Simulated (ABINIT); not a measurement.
**LiHF2 (R-3m): G0W0 in ABINIT against the exchange cutoff**

Wanted: the cheapest exchange cutoff that holds the gap of LiHF2 (R-3m).

Main program and level: ABINIT 10.8.3; LDA and many-body steps on it, plane waves.

## 1. The structure

The structure is trigonal, space group R-3m (No. 166). The conventional cell has a = 2.934 Å, b = 2.934 Å, c = 13.100 Å, α = 90.00°, β = 90.00°, γ = 120.00°. Nearest to Li lie 6 F at 1.99 Å. H has 2 F at 1.14 Å nearest. Nearest to F lie 1 H at 1.14 Å and 3 Li at 1.99 Å. Farther neighbours and most contacts between anions are not listed.

The cell and positions are those that the Materials Project relaxed with its own functionals (PBE, PBE+U or r2SCAN), kept fixed.

## 2. Screening, 4×4×4 mesh, 22 bands, screening to 106.1 eV

This step: ABINIT 10.8.3; RPA screening on LDA, plane waves, norm-conserving pseudopotentials.

The RPA dielectric matrix is built and inverted for each q.

Input file run.abi:

```
acell 3*1.0 Angstrom
rprim 
  1.466983587415 0.846963369091 4.366688724100
  -1.466983587415 0.846963369091 4.366688724100
  0.000000000000 -1.693926738182 4.366688724100
ntypat 3
znucl 3 1 9
natom 4
typat 1 2 3 3
xred 
  0.000000000000 0.000000000000 0.000000000000
  0.500000000000 0.500000000000 0.500000000000
  0.413301880000 0.413301880000 0.413301880000
  0.586698120000 0.586698120000 0.586698120000
pp_dirpath "pseudos"
pseudos "Li.upf, H.upf, F.upf"
ecut 36
ngkpt 4 4 4
nshiftk 1
shiftk 0 0 0
kptopt 1
chksymbreak 0
istwfk *1
occopt 1
irdwfk 1
optdriver 3
nband 22
ecuteps 3.9
inclvkb 2
awtr 1
symchi 1
indata_prefix "in"
outdata_prefix "out"
tmpdata_prefix "tmp"
```

On the command line:

```sh
> OMP_NUM_THREADS=1 mpirun -n 4 abinit run.abi > log
```

What it wrote:

```text
.Version 10.8.3 of ABINIT. v10.8.2 released Aug 2026.

 Symmetries : space group R-3 m (#166); Bravais hR (rhombohedral)
[... echo of the input left out ...]
== DATASET  1 ==================================================================
-   mpi_nproc: 4, omp_nthreads: 1 (-1 if OMP is not activated)

--- !DatasetInfo
iteration_state: {dtset: 1, }
dimensions: {natom: 4, nkpt: 13, mband: 22, nsppol: 1, nspinor: 1, nspden: 1, mpw: 2290, }
cutoff_energies: {ecut:  36.0, pawecutdg:  -1.0, }
electrons: {nelect:   1.80000000E+01, charge:   0.00000000E+00, occopt:   1.00000000E+00, tsmear:   1.00000000E-02, }

 SCREENING: Calculation of the susceptibility and dielectric matrices

 Based on a program developped by R.W. Godby, V. Olevano, G. Onida, and L. Reining.
 Incorporated in ABINIT by V. Olevano, G.-M. Rignanese, and M. Torrent.
.Using double precision arithmetic ; gwpc =  8

[... cell and pseudopotentials left out ...]
--------------------------------------------------------------------------------

 ==== K-mesh for the wavefunctions ====
 Number of points in the irreducible wedge :    13
[... list of points left out ...]
 Together with 12 symmetry operations and time-reversal symmetry
 yields    64 points in the full Brillouin Zone.

 ==== Q-mesh for the screening function ====
 Number of points in the irreducible wedge :    13
[... list of points left out ...]
 Together with 12 symmetry operations and time-reversal symmetry
 yields    64 points in the full Brillouin Zone.

 setmesh: FFT mesh size selected  =    32x   32x   32
          total number of points  =        32768

 vcoul_init : cutoff-mode = AUXILIARY_FUNCTION
 q-points for optical limit:   1
     1)      0.000010    0.000020    0.000030

- screening: taking advantage of time-reversal symmetry
- Maximum band index for partially occupied states nbvw = 9
- Remaining bands to be divided among processors   nbcw = 13
- Number of bands treated by each node ~3

 Number of electrons calculated from density =   18.0000; Expected =   18.0000
 average of density, n =  0.081937
 r_s =    1.4283
 omega_plasma =   27.6119 [eV]

 calculating chi0 at frequencies [eV] :
  1    0.000000E+00    0.000000E+00
  2    0.000000E+00    2.761194E+01

--------------------------------------------------------------------------------
  q-point number  1        q = ( 0.000000, 0.000000, 0.000000) [r.l.u.]
--------------------------------------------------------------------------------
[... chi0 elements left out ...]
 For q-point:  0.000010 0.000020 0.000030
  dielectric constant =   1.8616
  dielectric constant without local fields =   1.9196

  Average fulfillment of the sum rule on Im[epsilon] for q-point    1 :     22.63  [%]
[... wings left out ...]
  q-point number  2        q = ( 0.250000, 0.000000, 0.000000) [r.l.u.]
--------------------------------------------------------------------------------
[... chi0 elements left out ...]
  Average fulfillment of the sum rule on Im[epsilon] for q-point    2 :     32.07  [%]

 [... 11 further q-points ...]
```

Run time: 7 s. Hardware: 4 MPI ranks of Arm Neoverse V2, shared host; peak memory 0.65 GiB; 28 s of CPU time.

Numbers from this step:

```
ε∞ with local fields, on this mesh, along the program's q direction : 1.862
the same without local fields                                       : 1.920
plasma frequency                                                    : 27.61 eV
plane waves in the screening matrix                                 : 85
```

Local fields lower ε∞ by 3 %.

## 3. 3.6 Ha

This step: G0W0 on LDA, plane waves, norm-conserving pseudopotentials.

Changes to run.abi since step 2:

```diff
@@ -25,8 +25,17 @@
 irdwfk 1
-optdriver 3
+optdriver 4
 nband 22
+gwcalctyp 0
+ecutsigx 3.6
+symsigma 1
+nkptgw 2
+kptgw 
+  0.5000000000 0.5000000000 0.5000000000
+  0.0000000000 0.0000000000 0.0000000000
+bdgw 
+  8 11
+  8 11
 ecuteps 3.9
-inclvkb 2
-awtr 1
-symchi 1
+irdscr 1
+ppmodel 1
 indata_prefix "in"
```

What it wrote:

```text
.Version 10.8.3 of ABINIT. v10.8.2 released Aug 2026.

 Symmetries : space group R-3 m (#166); Bravais hR (rhombohedral)
[... echo of the input left out ...]
== DATASET  1 ==================================================================
-   mpi_nproc: 4, omp_nthreads: 1 (-1 if OMP is not activated)

--- !DatasetInfo
iteration_state: {dtset: 1, }
dimensions: {natom: 4, nkpt: 13, mband: 22, nsppol: 1, nspinor: 1, nspden: 1, mpw: 2290, }
cutoff_energies: {ecut:  36.0, pawecutdg:  -1.0, }
electrons: {nelect:   1.80000000E+01, charge:   0.00000000E+00, occopt:   1.00000000E+00, tsmear:   1.00000000E-02, }

 SIGMA: Calculation of the GW corrections

 Based on a program developped by R.W. Godby, V. Olevano, G. Onida, and L. Reining.
 Incorporated in ABINIT by V. Olevano, G.-M. Rignanese, and M. Torrent.
.Using double precision arithmetic ; gwpc =  8

[... cell and pseudopotentials left out ...]
--------------------------------------------------------------------------------

 ==== K-mesh for the wavefunctions ====
 Number of points in the irreducible wedge :    13
[... list of points left out ...]
 Together with 12 symmetry operations and time-reversal symmetry
 yields    64 points in the full Brillouin Zone.

 ==== Q-mesh for screening function ====
 Number of points in the irreducible wedge :    13
[... list of points left out ...]
 Together with 12 symmetry operations and time-reversal symmetry
 yields    64 points in the full Brillouin Zone.

 vcoul_init : cutoff-mode = AUXILIARY_FUNCTION
 q-points for optical limit:   1
     1)      0.000010    0.000020    0.000030
 setmesh: FFT mesh size selected  =    32x   32x   32
          total number of points  =        32768

 Number of electrons calculated from density =   18.0000; Expected =   18.0000
 average of density, n =  0.081937
 r_s =    1.4283
 omega_plasma =   27.6119 [eV]

 === KS Band Gaps ===
  >>>> For spin  1
   Minimum direct gap =   8.3056 [eV], located at k-point      :   0.0000  0.0000  0.0000
   Fundamental gap    =   8.1022 [eV], Top of valence bands at :   0.5000  0.5000  0.5000
                                       Bottom of conduction at :   0.0000  0.0000  0.0000
 SIGMA fundamental parameters:
 PLASMON POLE MODEL  1
 number of plane-waves for SigmaX                   73
 number of plane-waves for SigmaC and W             73
 number of plane-waves for wavefunctions          2267
 number of bands                                    22
 number of independent spin polarizations            1
 number of spinorial components                      1
 number of k-points in IBZ                          13
 number of q-points in IBZ                          13
 number of symmetry operations                      12
 number of k-points in BZ                           64
 number of q-points in BZ                           64
 number of frequencies for dSigma/dE                 9
 frequency step for dSigma/dE [eV]                0.25
 number of omega for Sigma on real axis              0
 max omega for Sigma on real axis  [eV]           0.00
 zcut for avoiding poles [eV]                     0.10

 EPSILON^-1 parameters (SCR file):
 dimension of the eps^-1 matrix on file             85
 dimension of the eps^-1 matrix used                73
 number of plane-waves for wavefunctions          2267
 number of bands                                    22
 number of q-points in IBZ                          13
 number of frequencies                               2
 number of real frequencies                          1
 number of imag frequencies                          1

 matrix elements of self-energy operator (all in [eV])

 Perturbative Calculation

--- !SelfEnergy_ee
iteration_state: {dtset: 1, }
kpoint     : [   0.500,    0.500,    0.500, ]
spin       : 1
KS_gap     :    8.980
QP_gap     :   11.777
Delta_QP_KS:    2.797
data: !SigmaeeData |
     Band     E0 <VxcDFT>   SigX SigC(E0)      Z dSigC/dE  Sig(E)    E-E0       E
        8  -2.764 -22.870 -26.372   4.867   0.833  -0.200 -21.733   1.137  -1.626
        9  -2.764 -22.870 -26.372   4.867   0.833  -0.200 -21.733   1.137  -1.626
       10   6.216 -10.500  -3.895  -2.238   0.901  -0.110  -6.566   3.934  10.151
       11   9.482 -12.487  -4.502  -2.417   0.893  -0.120  -7.515   4.973  14.454

--- !SelfEnergy_ee
iteration_state: {dtset: 1, }
kpoint     : [   0.000,    0.000,    0.000, ]
spin       : 1
KS_gap     :    8.306
QP_gap     :   11.394
Delta_QP_KS:    3.089
data: !SigmaeeData |
     Band     E0 <VxcDFT>   SigX SigC(E0)      Z dSigC/dE  Sig(E)    E-E0       E
        8  -2.967 -22.668 -26.297   4.872   0.833  -0.201 -21.633   1.035  -1.933
        9  -2.967 -22.668 -26.297   4.872   0.833  -0.201 -21.633   1.035  -1.933
       10   5.338 -11.080  -4.253  -2.254   0.902  -0.109  -6.957   4.123   9.462
       11  10.038  -9.600  -2.952  -2.467   0.904  -0.106  -5.819   3.780  13.819

== END DATASET(S) ==============================================================
================================================================================

 -outvars: echo values of variables after computation  --------
           etotal      0.0000000000E+00
            nband          22
             nkpt          13
          spgroup         166
 [... the other variables as echoed above ...]

 Calculation completed.
```

It took 2.2 s on 4 MPI ranks; peak memory 0.15 GiB.

This step gave:

```
G0W0 gap on the points computed              : 11.09 eV
starting gap on the mesh                     : 8.102 eV
k of the valence top                         : 0.5, 0.5, 0.5
k of the conduction bottom                   : 0, 0, 0
Z at the valence top                         : 0.833
Z at the conduction bottom                   : 0.902
least direct G0W0 gap on the computed points : 11.39 eV
```

## 4. 7.2 Ha

Changes to run.abi since step 3:

```diff
@@ -28,3 +28,3 @@
 gwcalctyp 0
-ecutsigx 3.6
+ecutsigx 7.2
 symsigma 1
```

What it wrote:

```text
.Version 10.8.3 of ABINIT. v10.8.2 released Aug 2026.

 Symmetries : space group R-3 m (#166); Bravais hR (rhombohedral)
[... echo of the input left out ...]
== DATASET  1 ==================================================================
-   mpi_nproc: 4, omp_nthreads: 1 (-1 if OMP is not activated)

--- !DatasetInfo
iteration_state: {dtset: 1, }
dimensions: {natom: 4, nkpt: 13, mband: 22, nsppol: 1, nspinor: 1, nspden: 1, mpw: 2290, }
cutoff_energies: {ecut:  36.0, pawecutdg:  -1.0, }
electrons: {nelect:   1.80000000E+01, charge:   0.00000000E+00, occopt:   1.00000000E+00, tsmear:   1.00000000E-02, }

 SIGMA: Calculation of the GW corrections

 Based on a program developped by R.W. Godby, V. Olevano, G. Onida, and L. Reining.
 Incorporated in ABINIT by V. Olevano, G.-M. Rignanese, and M. Torrent.
.Using double precision arithmetic ; gwpc =  8

[... cell and pseudopotentials left out ...]
--------------------------------------------------------------------------------

 ==== K-mesh for the wavefunctions ====
 Number of points in the irreducible wedge :    13
[... list of points left out ...]
 Together with 12 symmetry operations and time-reversal symmetry
 yields    64 points in the full Brillouin Zone.

 ==== Q-mesh for screening function ====
 Number of points in the irreducible wedge :    13
[... list of points left out ...]
 Together with 12 symmetry operations and time-reversal symmetry
 yields    64 points in the full Brillouin Zone.

 vcoul_init : cutoff-mode = AUXILIARY_FUNCTION
 q-points for optical limit:   1
     1)      0.000010    0.000020    0.000030
 setmesh: FFT mesh size selected  =    36x   36x   36
          total number of points  =        46656

 Number of electrons calculated from density =   18.0000; Expected =   18.0000
[...]
number of omega for Sigma on real axis              0
 max omega for Sigma on real axis  [eV]           0.00
 zcut for avoiding poles [eV]                     0.10

 EPSILON^-1 parameters (SCR file):
 dimension of the eps^-1 matrix on file             85
 dimension of the eps^-1 matrix used                85
 number of plane-waves for wavefunctions          2267
 number of bands                                    22
 number of q-points in IBZ                          13
 number of frequencies                               2
 number of real frequencies                          1
 number of imag frequencies                          1

 matrix elements of self-energy operator (all in [eV])

 Perturbative Calculation

--- !SelfEnergy_ee
iteration_state: {dtset: 1, }
kpoint     : [   0.500,    0.500,    0.500, ]
spin       : 1
KS_gap     :    8.980
QP_gap     :   13.107
Delta_QP_KS:    4.126
data: !SigmaeeData |
     Band     E0 <VxcDFT>   SigX SigC(E0)      Z dSigC/dE  Sig(E)    E-E0       E
        8  -2.764 -22.870 -29.111   4.986   0.830  -0.205 -23.911  -1.041  -3.805
        9  -2.764 -22.870 -29.111   4.986   0.830  -0.205 -23.911  -1.041  -3.805
       10   6.216 -10.500  -4.843  -2.230   0.900  -0.111  -7.415   3.085   9.302
[...]
--- !SelfEnergy_ee
iteration_state: {dtset: 1, }
kpoint     : [   0.000,    0.000,    0.000, ]
spin       : 1
KS_gap     :    8.306
QP_gap     :   12.437
Delta_QP_KS:    4.131
data: !SigmaeeData |
     Band     E0 <VxcDFT>   SigX SigC(E0)      Z dSigC/dE  Sig(E)    E-E0       E
[...]
10   5.338 -11.080  -5.498  -2.230   0.901  -0.110  -8.060   3.020   8.359
       11  10.038  -9.600  -3.544  -2.456   0.904  -0.106  -6.346   3.254  13.292

== END DATASET(S) ==============================================================
================================================================================

 -outvars: echo values of variables after computation  --------
           etotal      0.0000000000E+00
            nband          22
             nkpt          13
          spgroup         166
 [... the other variables as echoed above ...]

 Calculation completed.
```

Elapsed: 2.4 s, on 4 MPI ranks; peak memory 0.15 GiB.

Numbers from this step:

```yaml
g0w0_gap_on_the_points_computed: 12.16 eV
starting_gap_on_the_mesh: 8.102 eV
k_of_the_valence_top: 0.5, 0.5, 0.5
k_of_the_conduction_bottom: 0, 0, 0
z_at_the_valence_top: 0.83
z_at_the_conduction_bottom: 0.901
least_direct_g0w0_gap_on_the_computed_points: 12.44 eV
```

(Continued in part 2 of 2.)

[Paths, hosts, dates, memory and timing lines, banners, echoed tables and standing remarks are left out of the program output.]

[Logs are printed without paths, hosts, clocks, repeated set-up lines and the standing remarks that a program may print on its own settings, such as how far it seeks lower states.]

[Runs of the session that timed out or met a known fault of the program may be left out.]

[Hosts, paths, dates, database ids (printed as entryN), source tags and the programs' standing remarks are cut or masked in the printed files.]

[G0W0 gaps are taken among the corrected bands and points alone; a level outside them can change the order at an edge.]

[Where Ansatz stands beside ABINIT at settings called matched, ABINIT's density can come from a denser mesh and the files from another edition; pairs whose starting gaps differed by over 0.03 eV were left out, so agreement reads better than it is.]
